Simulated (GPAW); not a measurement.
# GaAs: optical spectrum from first principles, part 2 of 2

Aim: the dielectric function of GaAs, and the optical constants that follow from it.

GPAW 26.7.0; DFT, RPBE, plane-wave PAW (GPAW data sets), scalar-relativistic, RPA, optical limit.

So far. Step 2 (Ground state): There is a gap, 0.71 eV on this mesh (points off the mesh can give less), so no carriers' term is needed.

### Step 4. Dielectric function, RPA

Local fields let the induced charge screen the field inside the cell, which as a rule lowers ε, most along directions where the density is uneven.

This step: DFT, RPBE, plane-wave PAW (GPAW data sets), scalar-relativistic, RPA, optical limit (GPAW 26.7.0).

df.py

```python
from gpaw.response.df import DielectricFunction

df = DielectricFunction('full.gpw', frequencies={'type': 'nonlinear', 'domega0': 0.03, 'omega2': 8},
                        ecut=50,
                        eta=0.1,
                        nbands=28,
                        txt='df.txt')
for direction in ['x']:
    df.get_dielectric_function(xc='RPA', direction=direction, filename=f'df_{direction}.csv')
```

Run with:

```
OMP_NUM_THREADS=1 python df.py
```

What it wrote:

```text
Using integrator: PointIntegrator
NonLinearFrequencyDescriptor(from 0.000 to 46.201 eV, 455 points)
Nonperiodic BCs:  [False False False]
Using integrator: PointIntegrator
NonLinearFrequencyDescriptor(from 0.000 to 46.201 eV, 455 points)
Nonperiodic BCs:  [False False False]

Calculating chi0 body with:
    Ground state adapter containing:
    Number of spins: 1
    Number of kpoints: 4096
    Number of irreducible kpoints: 145
    Number of completely occupied states: 4
    Number of partially occupied states: 4

    Linear response parametrization:
    q_c: [0.0, 0.0, 0.0]
    Number of frequency points: 455
    Planewave cutoff: 50.0
    Number of bands: 28
    Number of planewaves: 27
    Broadening (eta): 0.1

Integrating chi0 body.

Symmetries of q_c:
    Direct symmetries (Uq -> q): 24
    Indirect symmetries (TUq -> q): 24
In total 48 allowed symmetries.

145 groups of equivalent kpoints. 96.4599609375% reduction.

Integral kind: spectral function

Calculating chi0 optical extensions with:
    Ground state adapter containing:
    Number of spins: 1
    Number of kpoints: 4096
    Number of irreducible kpoints: 145
    Number of completely occupied states: 4
    Number of partially occupied states: 4

    Linear response parametrization:
    Number of frequency points: 455
    Planewave cutoff: 50.0
    Number of bands: 28
    Number of planewaves: 27
    Broadening (eta): 0.1
Integrating chi0 head and wings.

Symmetries of q_c:
    Direct symmetries (Uq -> q): 24
    Indirect symmetries (TUq -> q): 24
In total 48 allowed symmetries.

145 groups of equivalent kpoints. 96.4599609375% reduction.

Integral kind: spectral function wings
```

Wall time 12 s (1 thread of Arm Neoverse V1, shared host); peak memory 0.22 GiB.

This step gave:

```
electronic dielectric constant ε∞, mean over x, y and z (by symmetry where fewer were run) : 12.44
centre of weight of the strongest loss peak in the window                                  : 16.43 eV
```

Some rows of df_x.csv (energy; Re and Im without local fields; Re and Im with them):

```text
0.000000, 13.432717, 0.000000, 12.441659, -0.000000
0.651243, 14.537770, 2.108890, 13.519933, 2.112673
1.347938, 15.139831, 3.381921, 13.981012, 3.348272
2.095014, 20.092630, 6.060216, 18.461233, 5.711574
2.898142, 10.821304, 12.520015, 9.428819, 11.943163
3.763875, 14.960248, 14.369294, 12.093749, 11.705285
4.699832, -5.344525, 21.998397, -2.456119, 19.917398
5.714917, -3.022833, 11.548141, -1.672455, 9.238184
6.819608, -4.138054, 4.356686, -3.448781, 4.020524
8.026317, -2.552834, 2.344110, -2.252133, 2.057154
9.349861, -2.338465, 1.590017, -1.879743, 1.706251
10.808071, -1.447417, 0.868969, -1.227438, 0.958335
12.422601, -0.844555, 0.525639, -0.713710, 0.582075
14.220012, -0.389441, 0.388609, -0.214450, 0.408692
16.233242, -0.094082, 0.258411, 0.056661, 0.329884
18.503643, 0.175350, 0.130940, 0.239761, 0.214805
21.083856, 0.377303, 0.087556, 0.416660, 0.136274
24.041937, 0.523229, 0.069971, 0.573077, 0.113676
27.467452, 0.634868, 0.042962, 0.654486, 0.102324
```

The Im ε, E ∥ x has structure finer than the step of the table below, so its rows give means over 1 eV, whole bins alone (the curve runs from 0 to 27.8 eV). Peaks (eV: height): 2.3: 12.7, 4.3: 23.7, 4.7: 19.9, 5.8: 10.4.

Sum at mesh points, not converged in k; values under the direct gap are tails of Lorentzian lines. Table of Im ε, E ∥ x by photon energy; means over each step:

| photon energy (eV) | Im ε, E ∥ x |
| --- | --- |
| 1 | 1.67 |
| 2 | 6.20 |
| 3 | 11.1 |
| 4 | 15.5 |
| 5 | 12.1 |
| 6 | 7.78 |
| 7 | 4.07 |
| 8 | 2.32 |
| 9 | 2.02 |
| 10 | 1.44 |
| 11 | 1.06 |
| 12 | 0.715 |
| 13 | 0.508 |
| 14 | 0.426 |
| 15 | 0.360 |
| 16 | 0.325 |
| 17 | 0.281 |
| 18 | 0.252 |
| 19 | 0.200 |
| 20 | 0.162 |
| 21 | 0.140 |
| 22 | 0.129 |
| 23 | 0.121 |
| 24 | 0.115 |
| 25 | 0.121 |
| 26 | 0.107 |
| 27 | 0.0982 |

The reflectivity at normal incidence, E ∥ x has structure finer than the step of the table below, so its rows give means over 1 eV, whole bins alone (the curve runs from 0 to 27.8 eV). Peaks (eV: height): 2.2: 43.1, 4.8: 61.2, 6.4: 59.0, 7.7: 61.3, 10.7: 52.3, 11.6: 51.7.

Sum at mesh points, not converged in k. Table of reflectivity at normal incidence, E ∥ x by photon energy; means over each step:

photon energy (eV), reflectivity at normal incidence, E ∥ x (%) and a bar:
```
        1       32.4 ##################
        2       38.0 #####################
        3       38.7 #####################
        4       44.9 #########################
        5       54.2 ##############################
        6       53.1 #############################
        7       53.8 ##############################
        8       53.6 ##############################
        9       47.5 ##########################
       10       46.9 ##########################
       11       47.3 ##########################
       12       49.8 ############################
       13       45.6 #########################
       14       37.4 ####################
       15       30.7 #################
       16       21.6 ############
       17       16.3 ########
       18       13.2 #######
       19        9.4 #####
       20        6.6 ###
       21        4.9 ##
       22        3.5 #
       23        2.8 #
       24        2.1 
       25        1.8 
       26        1.6 
       27        1.4
```

Sum at mesh points, not converged in k; values under the direct gap are tails of Lorentzian lines. The loss function −Im 1/ε at q → 0, E ∥ x by energy loss; read off at these points:

energy loss (eV), loss function −Im 1/ε at q → 0, E ∥ x and a bar:
```
      0.0       0.00 
      1.0       0.00 
      2.0       0.01 
      3.0       0.05 
      4.0       0.04 
      5.0       0.07 #
      6.0       0.09 #
      7.0       0.16 #
      8.0       0.21 ##
      9.0       0.27 ##
     10.0       0.36 ###
     11.0       0.48 ####
     12.0       0.60 #####
     13.0       0.99 #########
     14.0       1.66 ###############
     15.0       2.64 ########################
     15.8       3.16 #############################
     16.0       2.90 ##########################
     16.9       3.29 ##############################
     17.0       3.03 ############################
     18.0       2.65 ########################
     19.0       1.68 ###############
     20.0       1.06 ##########
     21.0       0.74 #######
     22.0       0.51 #####
     23.0       0.42 ####
     24.0       0.33 ###
     25.0       0.32 ###
     26.0       0.27 ##
     27.0       0.23 ##
```

The Im ε, E ∥ x has structure finer than the step of the table below, so its rows give means over 0.5 eV, whole bins alone (the curve runs from 0 to 27.8 eV). Peaks (eV: height): without local fields 2.78: 13.4, 4.24: 28.4, 5.77: 12.2; with local fields 2.28: 12.7, 4.29: 23.7, 4.70: 19.9, 5.82: 10.4.

Sum at mesh points, not converged in k; values under the direct gap are tails of Lorentzian lines. Im ε, E ∥ x against photon energy; means over each step:

```
photon energy (eV)  without local fields  with local fields
               0.5                  1.02               1.01
               1.0                  1.14               1.12
               1.5                  2.57               2.52
               2.0                  6.00               5.70
               2.5                  11.5               10.9
               3.0                  12.4               11.8
               3.5                  10.8               9.63
               4.0                  20.4               16.3
               4.5                  22.0               19.3
               5.0                  11.8               11.3
               5.5                  9.99               8.18
               6.0                  9.03               8.38
               6.5                  5.16               4.97
               7.0                  4.50               4.21
               7.5                  3.16               3.20
               8.0                  2.34               2.11
               8.5                  2.50               2.21
               9.0                  2.08               2.07
               9.5                  1.53               1.60
              10.0                  1.41               1.44
              10.5                  1.13               1.27
              11.0                 0.930              0.993
              11.5                 0.786              0.953
              12.0                 0.622              0.706
              12.5                 0.522              0.580
              13.0                 0.486              0.504
              13.5                 0.450              0.463
              14.0                 0.397              0.419
              14.5                 0.353              0.410
              15.0                 0.309              0.350
              15.5                 0.292              0.327
              16.0                 0.278              0.328
              16.5                 0.233              0.311
              17.0                 0.189              0.266
              17.5                 0.188              0.289
              18.0                 0.147              0.253
              18.5                 0.130              0.211
              19.0                 0.130              0.205
              19.5                 0.110              0.174
              20.0                 0.109              0.161
              20.5                 0.103              0.158
              21.0                0.0902              0.139
              21.5                0.0886              0.132
              22.0                0.0814              0.128
              22.5                0.0791              0.128
              23.0                0.0707              0.121
              23.5                0.0672              0.113
              24.0                0.0689              0.113
              24.5                0.0624              0.120
              25.0                0.0531              0.121
              25.5                0.0406              0.118
              26.0                0.0410              0.105
              26.5                0.0413              0.104
              27.0                0.0399             0.0960
              27.5                0.0413              0.103
```

From ε follow the optical constants at some laser and lamp lines:

| wavelength (nm) | n | k | R (%) | 1/α |
| --- | --- | --- | --- | --- |
| 1550 | 3.41 | 0.250 | 30.0 | 494 nm |
| 1064 | 3.72 | 0.145 | 33.2 | 583 nm |
| 532 | 3.92 | 1.501 | 40.7 | 28 nm |
| 450 | 3.82 | 1.620 | 40.9 | 22 nm |
| 405 | 3.47 | 1.663 | 39.0 | 19 nm |
| 308 | 3.96 | 2.019 | 44.8 | 12 nm |
| 248 | 1.72 | 3.146 | 60.2 | 6.3 nm |

Below the direct gap, k and the depth come from the tails of the Lorentzian lines, not from transitions.

Rows near the edge hang on the gap, which this functional as a rule makes too small, and phonon-assisted absorption is left out.

### Step 5. Outcome

```
electronic dielectric constant ε∞, mean over x, y and z (by symmetry where fewer were run) (RPA) : 12.4
centre of weight of the strongest loss peak in the window, first axis                            : 16.4 eV
```

**Reading.** At this level (RPBE, RPA) GaAs has ε∞ = 12.4 and n = 3.41 at 1550 nm. On the mesh the gap is 0.71 eV and the least direct gap 0.71 eV. Local fields change the static value along x from 13.43 to 12.44 (-7 %). Excitons and phonon-assisted transitions are missing; RPBE gaps are as a rule too small, which pulls the onset down and ε∞ up. The curves end at 28 eV, about where the summed bands run out. The sum runs over mesh points 0.12 Å⁻¹ apart with no interpolation, so peaks are partly noise of the mesh; over so small a direct gap single mesh points weigh heavily, so ε∞, n and their changes from run to run can be far off. Besides steps told in other documents, this task had 1 run with a known fault of program or setting; those not told in a step above aren't shown.

[Machine, clock and banner lines and Python warnings are left out of the logs.]

[Logs are printed without paths, hosts, clocks, repeated set-up lines and the standing remarks that a program may print on its own settings, such as how far it seeks lower states.]

[Hosts, paths, dates, database ids (printed as entryN), source tags and the programs' standing remarks are cut or masked in the printed files.]
